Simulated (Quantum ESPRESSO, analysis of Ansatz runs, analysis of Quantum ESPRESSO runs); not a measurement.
# Si donor on a Ga site in GaAs: local vibrational mode, PBE (Quantum ESPRESSO), part 2 of 2

How near does this set-up come to the measured local vibrational mode? Subject: Si donor on a Ga site in GaAs. Set-up: PBE, GBRV 1.5 PBE, 32-site cell, PBE lattice, k: 2x2x2 shifted, no relaxation. The model is a cell of 32 host atoms with 1 Ga taken out and 1 Si put in. The frequencies come from force constants among the defect atom and its neighbours, with the masses of the isotopes named.

Quantum ESPRESSO 7.5; PBE, GBRV 1.5 PBE, 32-site cell, PBE lattice, k: 2x2x2 shifted, no relaxation.

So far: The structure; Single point on the structure as built, charge +1.

**3. Atom Si7 moved by 0.015 A along x**

Level of this step: Quantum ESPRESSO plane-wave DFT, PBE, GBRV 1.5 PBE potentials; single point of a defect supercell (Quantum ESPRESSO).

Force constants come from the forces after small displacements; symmetry gives the rest. One such run is shown.

File pw.in:

```
&CONTROL
  calculation = 'scf'
  prefix = 'pwscf'
  outdir = './tmp'
  pseudo_dir = './pseudo'
  tprnfor = .true.
  disk_io = 'low'
/
&SYSTEM
  ibrav = 0
  nat = 32
  ntyp = 3
  ecutwfc = 45
  ecutrho = 360
  nbnd = 188
  occupations = 'smearing'
  smearing = 'fd'
  degauss = 0.00073499
  tot_charge = 1
/
&ELECTRONS
  conv_thr = 1d-10
  electron_maxstep = 100
  mixing_beta = 0.5
/
ATOMIC_SPECIES
Ga    69.7230 ga_pbe_v1.4.uspp.F.UPF
Si    28.0850 si_pbe_v1.uspp.F.UPF
As    74.9216 as_pbe_v1.uspp.F.UPF
CELL_PARAMETERS angstrom
  -5.7368700154    5.7368700154   -5.7368700154
   5.7368700154    5.7368700154    5.7368700154
   5.7368700154   -5.7368700154   -5.7368700154
ATOMIC_POSITIONS crystal
Ga     0.0000000000    0.0000000000    0.0000000000
Ga     0.0000000000    0.2500000000    0.7500000000
Ga     0.0000000000    0.5000000000    0.5000000000
[... 3 atom lines left out ...]
Si     0.2500000000    0.5013073331    0.2513073331
[... 1 atom line left out ...]
Ga     0.5000000000    0.0000000000    0.5000000000
[... 1 atom line left out ...]
Ga     0.5000000000    0.5000000000    0.0000000000
Ga     0.5000000000    0.7500000000    0.7500000000
[... 1 atom line left out ...]
Ga     0.7500000000    0.2500000000    0.0000000000
[... 4 atom lines left out ...]
As     0.0000000000    0.5000000000    0.2500000000
[... 2 atom lines left out ...]
As     0.2500000000    0.2500000000    0.2500000000
As     0.2500000000    0.5000000000    0.0000000000
[... 4 atom lines left out ...]
As     0.5000000000    0.7500000000    0.5000000000
[... 3 atom lines left out ...]
As     0.7500000000    0.7500000000    0.2500000000
K_POINTS automatic
2 2 2 1 1 1
```

Launch:

```console
> OMP_NUM_THREADS=1 pw.x -in pw.in > pw.out
```

The program printed:

```text
[banner, memory and clock lines left out]
          URL

     Message from routine setup:
     using ibrav=0 with symmetry is DISCOURAGED, use correct ibrav instead

     G-vector sticks info

     bravais-lattice index     =            0
     lattice parameter (alat)  =      18.7774  a.u.
     unit-cell volume          =    5096.6126 (a.u.)^3
     number of atoms/cell      =           32
     number of atomic types    =            3
     number of electrons       =       368.00
     number of Kohn-Sham states=          188
     kinetic-energy cutoff     =      45.0000  Ry
     charge density cutoff     =     360.0000  Ry
     scf convergence threshold =      1.0E-10
     mixing beta               =       0.5000
     number of iterations used =            8  plain     mixing
     Exchange-correlation= SLA  PW   PBE  PBE
                           (   1   4   3   4   0   0   0)

     celldm(1)=  18.777359  celldm(2)=   0.000000  celldm(3)=   0.000000
     celldm(4)=   0.000000  celldm(5)=   0.000000  celldm(6)=   0.000000

     crystal axes: (cart. coord. in units of alat)
               a(1) = (  -0.577350   0.577350  -0.577350 )
               a(2) = (   0.577350   0.577350   0.577350 )
               a(3) = (   0.577350  -0.577350  -0.577350 )

     reciprocal axes: (cart. coord. in units 2 pi/alat)
               b(1) = (  0.000000  0.866025 -0.866025 )
               b(2) = (  0.866025  0.866025 -0.000000 )
               b(3) = (  0.866025  0.000000 -0.866025 )

     PseudoPot. # 1 for Ga read from file:
     ga_pbe_v1.4.uspp.F.UPF
     Pseudo is Ultrasoft + core correction, Zval = 19.0
     Generated by new atomic code, or converted to UPF format
     Using radial grid of  871 points,  6 beta functions with:
                l(1) =   0
                l(2) =   0
                l(3) =   1
                l(4) =   1
                l(5) =   2
                l(6) =   2
     Q(r) pseudized with  8 coefficients,  rinner =    1.250   1.250   1.250
                                                       1.250   1.250

     PseudoPot. # 2 for Si read from file:
     si_pbe_v1.uspp.F.UPF
     Pseudo is Ultrasoft + core correction, Zval =  4.0
     Generated by new atomic code, or converted to UPF format
     Using radial grid of  899 points,  6 beta functions with:
                l(1) =   0
                l(2) =   0
                l(3) =   1
                l(4) =   1
[...]
Q(r) pseudized with  8 coefficients,  rinner =    0.900   0.900   0.900
                                                       0.900   0.900

     PseudoPot. # 3 for As read from file:
     as_pbe_v1.uspp.F.UPF
     Pseudo is Ultrasoft + core correction, Zval =  5.0
     Generated by new atomic code, or converted to UPF format
     Using radial grid of  875 points,  6 beta functions with:
[...]
l(2) =   0
                l(3) =   1
                l(4) =   1
                l(5) =   2
                l(6) =   2
     Q(r) pseudized with  8 coefficients,  rinner =    1.300   1.300   1.300
                                                       1.300   1.300

     atomic species   valence    mass     pseudopotential
     Ga               19.00    69.72300     Ga( 1.00)
     Si                4.00    28.08500     Si( 1.00)
     As                5.00    74.92160     As( 1.00)

      4 Sym. Ops. (no inversion) found ( 3 have fractional translation)

   Cartesian axes

     site n.     atom                  positions (alat units)
         1        Ga     tau(   1) = (   0.0000000   0.0000000   0.0000000  )
         2        Ga     tau(   2) = (   0.5773503  -0.2886751  -0.2886751  )
         3        Ga     tau(   3) = (   0.5773503   0.0000000   0.0000000  )
         4        Ga     tau(   4) = (   0.5773503   0.2886751   0.2886751  )
         5        Ga     tau(   5) = (   0.2886751  -0.2886751  -0.5773503  )
         6        Ga     tau(   6) = (   0.2886751   0.0000000  -0.2886751  )
         7        Si     tau(   7) = (   0.2901847   0.2886751   0.0000000  )
         8        Ga     tau(   8) = (   0.2886751   0.5773503   0.2886751  )
         9        Ga     tau(   9) = (   0.0000000   0.0000000  -0.5773503  )
        10        Ga     tau(  10) = (   0.0000000   0.2886751  -0.2886751  )
        11        Ga     tau(  11) = (   0.0000000   0.5773503   0.0000000  )
        12        Ga     tau(  12) = (   0.5773503   0.2886751  -0.2886751  )
        13        Ga     tau(  13) = (  -0.2886751   0.2886751  -0.5773503  )
        14        Ga     tau(  14) = (  -0.2886751   0.5773503  -0.2886751  )
        15        Ga     tau(  15) = (   0.2886751   0.2886751  -0.5773503  )
        16        Ga     tau(  16) = (   0.2886751   0.5773503  -0.2886751  )
        17        As     tau(  17) = (   0.4330127  -0.4330127  -0.4330127  )
        18        As     tau(  18) = (   0.4330127  -0.1443376  -0.1443376  )
        19        As     tau(  19) = (   0.4330127   0.1443376   0.1443376  )
        20        As     tau(  20) = (   0.4330127   0.4330127   0.4330127  )
        21        As     tau(  21) = (   0.1443376  -0.1443376  -0.4330127  )
        22        As     tau(  22) = (   0.1443376   0.1443376  -0.1443376  )
[...]
iteration #  5     ecut=    45.00 Ry     beta= 0.50
     Davidson diagonalization with overlap
     ethr =  8.61E-06,  avg # of iterations =  9.7

     total energy              =   -6885.36108352 Ry
     estimated scf accuracy    <       0.03553109 Ry

     iteration #  6     ecut=    45.00 Ry     beta= 0.50
     Davidson diagonalization with overlap
     ethr =  8.61E-06,  avg # of iterations =  2.0

     total energy              =   -6885.36860971 Ry
     estimated scf accuracy    <       0.00050030 Ry

     iteration #  7     ecut=    45.00 Ry     beta= 0.50
     Davidson diagonalization with overlap
     ethr =  1.36E-07,  avg # of iterations =  7.3

     total energy              =   -6885.36882592 Ry
     estimated scf accuracy    <       0.00039243 Ry

     iteration #  8     ecut=    45.00 Ry     beta= 0.50
     Davidson diagonalization with overlap
     ethr =  1.07E-07,  avg # of iterations =  2.0

     total energy              =   -6885.36892335 Ry
     estimated scf accuracy    <       0.00003322 Ry

     iteration #  9     ecut=    45.00 Ry     beta= 0.50
     Davidson diagonalization with overlap
     ethr =  9.03E-09,  avg # of iterations =  4.0

     total energy              =   -6885.36892239 Ry
     estimated scf accuracy    <       0.00004347 Ry

     iteration # 10     ecut=    45.00 Ry     beta= 0.50
     Davidson diagonalization with overlap
     ethr =  9.03E-09,  avg # of iterations =  2.0

     total energy              =   -6885.36892888 Ry
     estimated scf accuracy    <       0.00000255 Ry

     iteration # 11     ecut=    45.00 Ry     beta= 0.50
     Davidson diagonalization with overlap
     ethr =  6.94E-10,  avg # of iterations =  4.0

     total energy              =   -6885.36892988 Ry
     estimated scf accuracy    <       0.00000011 Ry

     iteration # 12     ecut=    45.00 Ry     beta= 0.50
     Davidson diagonalization with overlap
     ethr =  2.96E-11,  avg # of iterations =  6.0

     total energy              =   -6885.36892989 Ry
     estimated scf accuracy    <       0.00000035 Ry

     iteration # 13     ecut=    45.00 Ry     beta= 0.50
     Davidson diagonalization with overlap
     ethr =  2.96E-11,  avg # of iterations =  3.0

     total energy              =   -6885.36892995 Ry
     estimated scf accuracy    <          7.6E-09 Ry

     iteration # 14     ecut=    45.00 Ry     beta= 0.50
     Davidson diagonalization with overlap
     ethr =  2.07E-12,  avg # of iterations =  5.0

     total energy              =   -6885.36892995 Ry
     estimated scf accuracy    <          2.3E-10 Ry

     iteration # 15     ecut=    45.00 Ry     beta= 0.50
     Davidson diagonalization with overlap
     ethr =  1.00E-13,  avg # of iterations =  6.0

     total energy              =   -6885.36892995 Ry
     estimated scf accuracy    <          1.1E-10 Ry

     iteration # 16     ecut=    45.00 Ry     beta= 0.50
     Davidson diagonalization with overlap
     ethr =  1.00E-13,  avg # of iterations =  2.0

     End of self-consistent calculation

          k = 0.4330 0.4330-0.4330 ( 25972 PWs)   bands (ev):

   -87.6018 -87.6018 -87.5993 -87.5992 -87.5992 -87.5992 -87.5965 -87.5965
   -87.5964 -87.5964 -87.5939 -87.5939 -87.5917 -87.5917 -87.5903 -87.5903
   -87.5895 -87.5895 -87.5895 -87.5894 -87.5881 -87.5880 -87.5880 -87.5880
   -87.5871 -87.5870 -87.5870 -87.5869 -87.5857 -87.5856 -87.5856 -87.5856
   -87.5848 -87.5848 -87.5834 -87.5834 -87.5463 -87.5463 -87.5463 -87.5435
   -87.5434 -87.5434 -87.5434 -87.5434 -87.5433  -8.0824  -8.0689  -8.0680
    -8.0679  -8.0653  -8.0651  -8.0642  -8.0640  -8.0637  -8.0635  -8.0629
    -8.0620  -8.0264  -8.0219  -8.0218  -8.0217  -7.9852  -7.9839  -7.9837
    -7.9835  -7.9829  -7.9817  -7.9812  -7.9808  -7.9734  -7.9725  -7.9709
    -7.9707  -7.9702  -7.9677  -7.9677  -7.9675  -7.9673  -7.9669  -7.9661
[...]
7.6155   7.9040   7.9084   7.9130

          k = 0.0000 0.4330 0.0000 ( 26027 PWs)   bands (ev):

[...]
8.0281   8.2132   8.5422   8.6002

          k = 0.4330 0.0000 0.0000 ( 26027 PWs)   bands (ev):

[...]
0.6107   0.6256   0.8419   1.8748   1.9816   1.9920   2.0796   2.9318
     2.9392   2.9440   3.0905   3.5059   3.6876   3.6935   3.6988   4.1384
     4.1412   4.1522   4.3713   4.3945   4.3956   4.4010   4.4141   4.4659
     4.4661   4.4822   4.4836   4.4838   4.5269   4.5726   5.3031   5.3264
     5.3358   5.4466   5.4941   5.4998   5.5485   5.5567   6.0134   6.0139
     8.0280   8.2134   8.5431   8.5985

     the Fermi energy is     7.1939 ev

!    total energy              =   -6885.36892995 Ry
     estimated scf accuracy    <          8.0E-12 Ry
     smearing contrib. (-TS)   =       0.00000000 Ry
     internal energy E=F+TS    =   -6885.36892995 Ry

     The total energy is F=E-TS. E is the sum of the following terms:
     one-electron contribution =   -6284.47962444 Ry
     hartree contribution      =    3258.14283210 Ry
     xc contribution           =   -1236.63214230 Ry
     ewald contribution        =   -2622.39999531 Ry

     convergence has been achieved in  16 iterations

     Forces acting on atoms (cartesian axes, Ry/au):

     atom    1 type  1   force =    -0.00326044   -0.00337950    0.00859281
     atom    2 type  1   force =    -0.00326044   -0.00859281    0.00337950
     atom    3 type  1   force =     0.00364612   -0.00352641   -0.00874593
     atom    4 type  1   force =     0.00364612    0.00874593    0.00352641
     atom    5 type  1   force =    -0.00026185   -0.00000000   -0.00000000
     atom    6 type  1   force =     0.00831760   -0.00332186   -0.00332186
     atom    7 type  2   force =    -0.00545404    0.00000000    0.00000000
     atom    8 type  1   force =     0.00831760    0.00332186    0.00332186
     atom    9 type  1   force =     0.00364612    0.00352641    0.00874593
     atom   10 type  1   force =    -0.00326044    0.00859281   -0.00337950
[...]
atom   28 type  3   force =    -0.01221424   -0.01294544    0.01294544
     atom   29 type  3   force =    -0.00058198    0.00311151    0.00056853
     atom   30 type  3   force =    -0.00058198   -0.00056853   -0.00311151
     atom   31 type  3   force =    -0.00058198    0.00056853    0.00311151
     atom   32 type  3   force =    -0.00058198   -0.00311151   -0.00056853

     Total force =     0.059672     Total SCF correction =     0.000007
```

Elapsed: 31 min, on 1 thread of Arm Neoverse V1, shared host; peak memory 2.8 GiB.

The run converged, but on settings that a careful run would not use, so its numbers are not the defect's.

**4. Local vibrational modes**

Analysis of the runs above: force constants by central differences of Quantum ESPRESSO plane-wave DFT, PBE, GBRV 1.5 PBE potentials forces among the atoms nearest to a defect, the others at rest.

The run converged, but on settings that a careful run would not use, so its numbers are not the defect's.

**5. Outcome**

This set-up is not sound: atoms left where they were placed, with no relaxation. For the record: Threefold local mode of 28Si: computed 325 cm⁻¹, measured 384 cm⁻¹; 59 cm⁻¹ (15 %) below the measurement.

[Logs are printed without paths, hosts, clocks, repeated set-up lines and the standing remarks that a program may print on its own settings, such as how far it seeks lower states.]

[Hosts, paths, dates, database ids (printed as entryN), source tags and the programs' standing remarks are cut or masked in the printed files.]

[For some hosts the program warned that the k-mesh of the response run may be too coarse for force constants and the static dielectric constant; such warnings are not shown here.]
